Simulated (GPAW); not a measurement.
Consider SnSe2 (P-3m1).

```xyz
3
Lattice="3.8110 0.0000 0.0000 -1.9055 3.3004 0.0000 0.0000 0.0000 6.1360" Properties=species:S:1:pos:R:3 pbc="T T T"
Sn    0.0000    0.0000    0.0000
Se    1.9055    1.1001    4.6081
Se    0.0000    2.2003    1.5279
```

Absorber: atom 1, with 6 Se at 2.68 Å (octahedral, site symmetry -3m). Method: GPAW, LDA, full core hole (charged cell), 9-atom cell with 6.6 Å between holes, 4×4×4 k points, dipole transitions, Gaussian full width 8.49 eV.

Question: Predict the near-edge structure at the Sn K edge.

Main maxima up to 28 eV above the zero (height): 4.4 eV (1.44). A K edge sees empty p states on the absorber. 

The Sn K spectrum (energy from the lowest empty level; intensity scaled to a mean of 1 over the first 20 eV; polarised curves are means over the symmetry-equivalent atoms):

| E (eV) | isotropic | ε ⊥ c | ε ∥ c |
| --- | --- | --- | --- |
| -2.0 | 0.38 | 0.38 | 0.39 |
| -1.4 | 0.49 | 0.49 | 0.49 |
| -0.8 | 0.61 | 0.60 | 0.61 |
| -0.2 | 0.74 | 0.73 | 0.74 |
| 0.4 | 0.87 | 0.87 | 0.88 |
| 1.0 | 1.00 | 1.00 | 1.01 |
| 1.6 | 1.13 | 1.12 | 1.14 |
| 2.2 | 1.24 | 1.23 | 1.25 |
| 2.8 | 1.33 | 1.32 | 1.35 |
| 3.4 | 1.39 | 1.38 | 1.41 |
| 4.0 | 1.43 | 1.42 | 1.45 |
| 4.6 | 1.44 | 1.43 | 1.45 |
| 5.2 | 1.41 | 1.41 | 1.43 |
| 5.8 | 1.37 | 1.36 | 1.39 |
| 6.4 | 1.31 | 1.31 | 1.32 |
| 7.0 | 1.24 | 1.24 | 1.25 |
| 7.6 | 1.17 | 1.17 | 1.17 |
| 8.2 | 1.09 | 1.10 | 1.09 |
| 8.8 | 1.02 | 1.03 | 1.01 |
| 9.4 | 0.97 | 0.98 | 0.95 |
| 10.0 | 0.92 | 0.93 | 0.89 |
| 10.6 | 0.88 | 0.90 | 0.85 |
| 11.2 | 0.85 | 0.87 | 0.82 |
| 11.8 | 0.83 | 0.85 | 0.80 |
| 12.4 | 0.82 | 0.83 | 0.78 |
| 13.0 | 0.81 | 0.82 | 0.77 |
| 13.6 | 0.80 | 0.81 | 0.77 |
| 14.2 | 0.79 | 0.80 | 0.77 |
| 14.8 | 0.78 | 0.79 | 0.77 |
| 15.4 | 0.78 | 0.78 | 0.77 |
| 16.0 | 0.77 | 0.77 | 0.77 |
| 16.6 | 0.77 | 0.77 | 0.77 |
| 17.2 | 0.76 | 0.76 | 0.77 |
| 17.8 | 0.76 | 0.75 | 0.77 |
| 18.4 | 0.76 | 0.75 | 0.78 |
| 19.0 | 0.76 | 0.75 | 0.78 |
| 19.6 | 0.76 | 0.75 | 0.79 |
| 20.2 | 0.76 | 0.75 | 0.79 |
| 20.8 | 0.76 | 0.75 | 0.80 |
| 21.4 | 0.77 | 0.75 | 0.80 |
| 22.0 | 0.77 | 0.75 | 0.80 |
| 22.6 | 0.77 | 0.75 | 0.81 |
| 23.2 | 0.78 | 0.76 | 0.81 |
| 23.8 | 0.78 | 0.77 | 0.81 |
| 24.4 | 0.79 | 0.77 | 0.81 |
| 25.0 | 0.79 | 0.78 | 0.81 |
| 25.6 | 0.80 | 0.79 | 0.81 |
| 26.2 | 0.80 | 0.80 | 0.81 |
| 26.8 | 0.81 | 0.81 | 0.80 |
| 27.4 | 0.82 | 0.83 | 0.80 |
| 28.0 | 0.82 | 0.84 | 0.80 |
| 28.6 | 0.83 | 0.84 | 0.79 |
| 29.2 | 0.83 | 0.85 | 0.79 |
| 29.8 | 0.83 | 0.85 | 0.78 |
| 30.4 | 0.83 | 0.85 | 0.78 |
| 31.0 | 0.82 | 0.85 | 0.77 |
| 31.6 | 0.82 | 0.84 | 0.77 |

The script folds with a Gaussian, whereas the core hole's own line is a Lorentzian, so the onset is too steep and the first peak too high. The structure is a published determination, not relaxed.

[Banner, clock and machine lines of the logs are left out without a mark of their own.]

[Logs are printed without paths, hosts, clocks, repeated set-up lines and the standing remarks that a program may print on its own settings, such as how far it seeks lower states.]

[Hosts, paths, dates, database ids (printed as entryN), source tags and the programs' standing remarks are cut or masked in the printed files.]

[Lists of maxima count a maximum above −3 eV only where it reaches 4 % of the highest in the window and stands out from its surroundings by 2 % of it (1.5 % where it reaches 55 %); shoulders and weaker maxima are passed over, and of the rest the first, up to two pre-edge ones and the few strongest are named.]
